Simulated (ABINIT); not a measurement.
## BN (Qingsongite): G0W0 with ABINIT, start to end

Aim: the G0W0 gap of BN (Qingsongite) on LDA, step by step.

Main program and level: ABINIT 10.8.3; LDA and many-body steps on it, plane waves.

Most raw output is cut from this account.

**1. The structure**

The structure is cubic, space group F-43m (No. 216). Conventional cell: a = 3.615 Å, b = 3.615 Å, c = 3.615 Å, α = 90.00°, β = 90.00°, γ = 90.00°. Nearest to B lie 4 N at 1.57 Å. Nearest to N lie 4 B at 1.57 Å. Farther neighbours and most contacts between anions are not listed.

Coordinates:

```cif
data_structure
_symmetry_space_group_name_H-M 'F-43m'
_symmetry_Int_Tables_number 216
_cell_length_a 3.6150
_cell_length_b 3.6150
_cell_length_c 3.6150
_cell_angle_alpha 90.000
_cell_angle_beta 90.000
_cell_angle_gamma 90.000
_cell_volume 47.24
loop_
_atom_site_label
_atom_site_type_symbol
_atom_site_symmetry_multiplicity
_atom_site_Wyckoff_symbol
_atom_site_fract_x
_atom_site_fract_y
_atom_site_fract_z
_atom_site_occupancy
B1 B 4 a 0.00000 0.00000 0.00000 1
N1 N 4 d 0.25000 0.25000 0.75000 1
```

The cell and positions come from the Crystallography Open Database and are kept as given unless a step says otherwise.

**2. Ground state**

This step: ABINIT 10.8.3; DFT, LDA, plane waves, norm-conserving pseudopotentials.

The ground-state density comes first.

Contents of run.abi:

```
acell 3*1.0 Angstrom
rprim 
  -0.000000000000 1.807500000000 1.807500000000
  1.807500000000 0.000000000000 1.807500000000
  1.807500000000 1.807500000000 -0.000000000000
ntypat 2
znucl 5 7
natom 2
typat 1 2
xred 
  0.000000000000 0.000000000000 0.000000000000
  0.250000000000 0.250000000000 0.250000000000
pp_dirpath "pseudos"
pseudos "B.upf, N.upf"
ecut 36
ngkpt 10 10 10
nshiftk 1
shiftk 0 0 0
kptopt 1
chksymbreak 0
nband 9
occopt 1
tolvrs 1e-10
nstep 60
prtwf 0
optforces 0
optstress 0
indata_prefix "in"
outdata_prefix "out"
tmpdata_prefix "tmp"
```

Started as:

```sh
$ OMP_NUM_THREADS=1 mpirun -n 4 abinit run.abi > log
```

Elapsed: 7.1 s, on 4 MPI ranks of Arm Neoverse N1, shared host; peak memory 0.25 GiB.

This step gave:

```yaml
total_energy: -365.3205 eV
gap: 4.420 eV
k_of_the_valence_top: 0, 0, 0
k_of_the_conduction_bottom: 0.5, 0.5, 0
least_direct_gap: 8.748 eV
```

The gap is indirect, with the least direct gap 4.33 eV higher.

**3. Bands along the symmetry lines**

Levels along a band path, at the cheap level, show where the edges lie and whether the meshes to come will hold them.

Contents of run.abi:

```
acell 3*1.0 Angstrom
rprim 
  -0.000000000000 1.807500000000 1.807500000000
  1.807500000000 0.000000000000 1.807500000000
  1.807500000000 1.807500000000 -0.000000000000
ntypat 2
znucl 5 7
natom 2
typat 1 2
xred 
  0.000000000000 0.000000000000 0.000000000000
  0.250000000000 0.250000000000 0.250000000000
pp_dirpath "pseudos"
pseudos "B.upf, N.upf"
ecut 36
iscf -2
irdden 1
kptopt 0
nkpt 50
kpt 
  0.00000000 0.00000000 0.00000000
  -0.06250000 -0.06250000 0.00000000
  -0.12500000 -0.12500000 0.00000000
  -0.18750000 -0.18750000 0.00000000
  -0.25000000 -0.25000000 0.00000000
  -0.31250000 -0.31250000 0.00000000
  -0.37500000 -0.37500000 0.00000000
  -0.43750000 -0.43750000 0.00000000
  -0.50000000 -0.50000000 0.00000000
  -0.48437500 -0.48437500 0.03125000
  -0.46875000 -0.46875000 0.06250000
  -0.45312500 -0.45312500 0.09375000
  -0.43750000 -0.43750000 0.12500000
  -0.42187500 -0.42187500 0.15625000
  -0.40625000 -0.40625000 0.18750000
  -0.39062500 -0.39062500 0.21875000
  -0.37500000 -0.37500000 0.25000000
  -0.37500000 0.00000000 0.37500000
  -0.32812500 0.00000000 0.32812500
  -0.28125000 0.00000000 0.28125000
  -0.23437500 0.00000000 0.23437500
  -0.18750000 0.00000000 0.18750000
  -0.14062500 0.00000000 0.14062500
  -0.09375000 0.00000000 0.09375000
  -0.04687500 0.00000000 0.04687500
  0.00000000 0.00000000 0.00000000
  0.00000000 0.00000000 0.06250000
  0.00000000 0.00000000 0.12500000
  0.00000000 0.00000000 0.18750000
  0.00000000 0.00000000 0.25000000
  0.00000000 0.00000000 0.31250000
  0.00000000 0.00000000 0.37500000
  0.00000000 0.00000000 0.43750000
  -0.00000000 -0.00000000 0.50000000
  -0.06250000 -0.03125000 0.46875000
  -0.12500000 -0.06250000 0.43750000
  -0.18750000 -0.09375000 0.40625000
  -0.25000000 -0.12500000 0.37500000
  -0.31250000 -0.15625000 0.34375000
  -0.37500000 -0.18750000 0.31250000
  -0.43750000 -0.21875000 0.28125000
  -0.50000000 -0.25000000 0.25000000
  -0.50000000 -0.28125000 0.21875000
  -0.50000000 -0.31250000 0.18750000
  -0.50000000 -0.34375000 0.15625000
  -0.50000000 -0.37500000 0.12500000
  -0.50000000 -0.40625000 0.09375000
  -0.50000000 -0.43750000 0.06250000
  -0.50000000 -0.46875000 0.03125000
  -0.50000000 -0.50000000 0.00000000
istwfk *1
nband 14
nbdbuf 5
tolwfr 1e-07
nstep 50
prtwf 0
prtvol 0
indata_prefix "in"
outdata_prefix "out"
tmpdata_prefix "tmp"
```

It took 5.2 s on 4 MPI ranks; peak memory 0.23 GiB; 21 s of CPU time.

This step gave:

* gap: 4.420 eV
* k of the valence top: 0, 0, 0
* k of the conduction bottom: -0.5, -0.5, 0
* least direct gap: 8.748 eV

The gap is 4.420 eV, as in the run before at this level.

The electronic bands at the labelled points (eV, zero at the top of the highest filled band; v1 is the highest filled band, c1 the lowest empty one):

| point | v4 | v3 | v2 | v1 | c1 | c2 | c3 | c4 |
| --- | --- | --- | --- | --- | --- | --- | --- | --- |
| Γ | -20.06 | 0.00 | 0.00 | 0.00 | 8.75 | 8.75 | 8.75 | 10.44 |
| halfway | -18.09 | -3.90 | -3.03 | -3.03 | 6.75 | 11.56 | 13.32 | 13.32 |
| X | -14.39 | -8.88 | -4.93 | -4.93 | 4.42 | 9.25 | 17.69 | 17.69 |
| halfway | -14.31 | -8.67 | -6.00 | -4.72 | 5.37 | 10.19 | 17.12 | 17.35 |
| U | -14.29 | -8.07 | -7.73 | -4.10 | 6.87 | 12.84 | 15.66 | 16.53 |
| jump to K | -14.29 | -8.07 | -7.73 | -4.10 | 6.87 | 12.84 | 15.66 | 16.53 |
| halfway | -17.86 | -5.70 | -3.92 | -1.13 | 10.62 | 10.63 | 11.11 | 13.51 |
| Γ | -20.06 | 0.00 | 0.00 | 0.00 | 8.75 | 8.75 | 8.75 | 10.44 |
| halfway | -18.57 | -5.45 | -1.13 | -1.13 | 9.68 | 10.26 | 10.26 | 13.47 |
| L | -15.77 | -10.71 | -1.95 | -1.95 | 10.27 | 10.64 | 10.64 | 15.01 |
| halfway | -15.06 | -9.71 | -4.81 | -3.47 | 9.49 | 11.18 | 14.31 | 15.62 |
| W | -14.06 | -7.51 | -7.02 | -6.56 | 9.48 | 13.27 | 14.36 | 14.68 |
| halfway | -14.23 | -8.46 | -5.81 | -5.73 | 6.47 | 10.90 | 16.08 | 17.24 |
| X | -14.39 | -8.88 | -4.93 | -4.93 | 4.42 | 9.25 | 17.69 | 17.69 |

**4. Empty states on the mesh, 8×8×8 mesh, 76 bands**

The sums over transitions need many empty states on a uniform mesh; this step solves for them.

Contents of run.abi:

```
acell 3*1.0 Angstrom
rprim 
  -0.000000000000 1.807500000000 1.807500000000
  1.807500000000 0.000000000000 1.807500000000
  1.807500000000 1.807500000000 -0.000000000000
ntypat 2
znucl 5 7
natom 2
typat 1 2
xred 
  0.000000000000 0.000000000000 0.000000000000
  0.250000000000 0.250000000000 0.250000000000
pp_dirpath "pseudos"
pseudos "B.upf, N.upf"
ecut 36
ngkpt 8 8 8
nshiftk 1
shiftk 0 0 0
kptopt 1
chksymbreak 0
irdden 1
istwfk *1
nband 76
prtvol 0
optdriver 6
gwr_task "HDIAGO"
paral_kgb 0
occopt 1
indata_prefix "in"
outdata_prefix "out"
tmpdata_prefix "tmp"
```

Elapsed: 13 s, on 4 MPI ranks; peak memory 0.38 GiB; 50 s of CPU time.

Numbers from this step:

```
gap                                                           : 4.420 eV
k of the valence top                                          : 0, 0, 0
k of the conduction bottom                                    : 0.5, 0.5, 0
least direct gap                                              : 8.748 eV
k points computed                                             : 29
lowest point of the top converged band, above the valence top : 155.8937 eV
```

On this mesh the gap is 4.420 eV.

**5. Screening, 8×8×8 mesh, 68 bands, screening to 244.9 eV**

The RPA dielectric matrix is built and inverted for each q.

This step: RPA screening on LDA, plane waves, norm-conserving pseudopotentials.

run.abi: that of step 4 with these lines changed.

```diff
@@ -20,10 +20,11 @@
 chksymbreak 0
-irdden 1
 istwfk *1
-nband 76
-prtvol 0
-optdriver 6
-gwr_task "HDIAGO"
-paral_kgb 0
 occopt 1
+irdwfk 1
+optdriver 3
+nband 68
+ecuteps 9
+inclvkb 2
+awtr 1
+symchi 1
 indata_prefix "in"
```

Elapsed: 89 s, on 4 MPI ranks; peak memory 0.65 GiB.

Numbers from this step:

```yaml
eps_infinity_with_local_fields_on_this_mesh_along_the_program_s_q_direction: 4.357
the_same_without_local_fields: 4.707
plasma_frequency: 30.56 eV
plane_waves_in_the_screening_matrix: 113
```

Local fields lower ε∞ by 7 %.

**6. Self-energy, 8×8×8 mesh, 68 bands, screening to 244.9 eV**

The self-energy is evaluated for the states that the input lists, and the levels follow from it, in one-shot runs by the linearised quasiparticle equation.

This step: G0W0 on LDA, plane waves, norm-conserving pseudopotentials.

Contents of run.abi:

```
acell 3*1.0 Angstrom
rprim 
  -0.000000000000 1.807500000000 1.807500000000
  1.807500000000 0.000000000000 1.807500000000
  1.807500000000 1.807500000000 -0.000000000000
ntypat 2
znucl 5 7
natom 2
typat 1 2
xred 
  0.000000000000 0.000000000000 0.000000000000
  0.250000000000 0.250000000000 0.250000000000
pp_dirpath "pseudos"
pseudos "B.upf, N.upf"
ecut 36
ngkpt 8 8 8
nshiftk 1
shiftk 0 0 0
kptopt 1
chksymbreak 0
istwfk *1
occopt 1
irdwfk 1
optdriver 4
nband 68
gwcalctyp 0
ecutsigx 36
symsigma 1
nkptgw 29
kptgw 
  0.0000000000 0.0000000000 0.0000000000
  0.1250000000 0.0000000000 0.0000000000
  0.2500000000 0.0000000000 0.0000000000
  0.3750000000 0.0000000000 0.0000000000
  0.5000000000 0.0000000000 0.0000000000
  0.1250000000 0.1250000000 0.0000000000
  0.2500000000 0.1250000000 0.0000000000
  0.3750000000 0.1250000000 0.0000000000
  0.5000000000 0.1250000000 0.0000000000
  -0.3750000000 0.1250000000 0.0000000000
  -0.2500000000 0.1250000000 0.0000000000
  -0.1250000000 0.1250000000 0.0000000000
  0.2500000000 0.2500000000 0.0000000000
  0.3750000000 0.2500000000 0.0000000000
  0.5000000000 0.2500000000 0.0000000000
  -0.3750000000 0.2500000000 0.0000000000
  -0.2500000000 0.2500000000 0.0000000000
  0.3750000000 0.3750000000 0.0000000000
  0.5000000000 0.3750000000 0.0000000000
  -0.3750000000 0.3750000000 0.0000000000
  0.5000000000 0.5000000000 0.0000000000
  0.3750000000 0.2500000000 0.1250000000
  0.5000000000 0.2500000000 0.1250000000
  -0.3750000000 0.2500000000 0.1250000000
  0.5000000000 0.3750000000 0.1250000000
  -0.3750000000 0.3750000000 0.1250000000
  -0.2500000000 0.3750000000 0.1250000000
  -0.3750000000 0.5000000000 0.1250000000
  -0.2500000000 0.5000000000 0.2500000000
bdgw 
  1 8
  1 8
  1 8
  1 8
  1 8
  1 8
  1 8
  1 8
  1 8
  1 8
  1 8
  1 8
  1 8
  1 8
  1 8
  1 8
  1 8
  1 8
  1 8
  1 8
  1 8
  1 8
  1 8
  1 8
  1 8
  1 8
  1 8
  1 8
  1 8
ecuteps 9
irdscr 1
ppmodel 1
indata_prefix "in"
outdata_prefix "out"
tmpdata_prefix "tmp"
```

Wall time 16 min (4 MPI ranks); peak memory 0.76 GiB.

This step gave:

```yaml
g0w0_gap_on_the_mesh: 6.209 eV
starting_gap_on_the_mesh: 4.420 eV
k_of_the_valence_top: 0, 0, 0
k_of_the_conduction_bottom: 0.5, 0.5, 0
z_at_the_valence_top: 0.826
z_at_the_conduction_bottom: 0.853
least_direct_g0w0_gap_on_the_computed_points: 10.94 eV
```

The gap on the mesh goes from 4.42 eV to 6.21 eV, a correction of +1.79 eV.

Limits: finite bands, cutoff and mesh. v1 is the top filled band, c1 the lowest empty one. The levels before and after the correction (eV, zero at the valence-band top of each column):

|  | conduction bottom | valence top |
| --- | --- | --- |
| Kohn-Sham | 4.42 | 0.00 |
| G0W0 | 6.21 | 0.00 |

|  | level | energy (eV) |
| --- | --- | --- |
| Kohn-Sham | Γ v3-v1 | 0.000 |
| Kohn-Sham | Γ c1-c3 | 8.748 |
| Kohn-Sham | (0.5 0.5 0) v3 | -8.882 |
| Kohn-Sham | (0.5 0.5 0) v2-v1 | -4.931 |
| Kohn-Sham | (0.5 0.5 0) c1 | 4.420 |
| Kohn-Sham | (0.5 0.5 0) c2 | 9.255 |
| Kohn-Sham | (0.5 0.5 0) c3 | 17.692 |
| G0W0 | Γ v3-v1 | 0.000 |
| G0W0 | Γ c1-c3 | 10.943 |
| G0W0 | (0.5 0.5 0) v3 | -9.708 |
| G0W0 | (0.5 0.5 0) v2-v1 | -5.317 |
| G0W0 | (0.5 0.5 0) c1 | 6.209 |
| G0W0 | (0.5 0.5 0) c2 | 11.146 |
| G0W0 | (0.5 0.5 0) c3 | 20.318 |

**7. Where the time went**

Times are wall times on 4 MPI ranks of Arm Neoverse N1, shared host, good to a factor of about two.

| step | time | share | memory (GiB) |
| --- | --- | --- | --- |
| ground state | 7.1 s | 1 % | 0.25 |
| bands along the symmetry lines | 5.2 s | 0 % | 0.23 |
| empty states on the mesh | 13 s | 1 % | 0.38 |
| screening | 89 s | 8 % | 0.65 |
| self-energy | 16 min | 89 % | 0.76 |

**8. Results**

```yaml
lda_gap: 4.42 eV, indirect
g0w0_gap_on_the_mesh: 6.21 eV
gw_settings: 8×8×8 mesh, 68 bands, screening to 244.9 eV, Godby-Needs plasmon pole
known_limits: not at the basis limit
```

In words: G0W0 moves the gap on the mesh from 4.42 eV to 6.21 eV (+1.79 eV), with Z of 0.83 and 0.85 at the edges. Local fields lower the RPA ε∞ on this mesh from 4.71 to 4.36. The dearest step here is «self-energy». Bands and cutoff are finite, so the gap is not at the basis limit. The miss can reach some tenths of an eV and take either sign; the mesh is an error of its own.

[Paths, hosts, dates, memory and timing lines, banners, echoed tables and standing remarks are left out of the program output.]

[Logs are printed without paths, hosts, clocks, repeated set-up lines and the standing remarks that a program may print on its own settings, such as how far it seeks lower states.]

[Runs of the session that timed out or met a known fault of the program may be left out.]

[Hosts, paths, dates, database ids (printed as entryN), source tags and the programs' standing remarks are cut or masked in the printed files.]

[G0W0 gaps are taken among the corrected bands and points alone; a level outside them can change the order at an edge.]

[Where Ansatz stands beside ABINIT at settings called matched, ABINIT's density can come from a denser mesh and the files from another edition; pairs whose starting gaps differed by over 0.03 eV were left out, so agreement reads better than it is.]
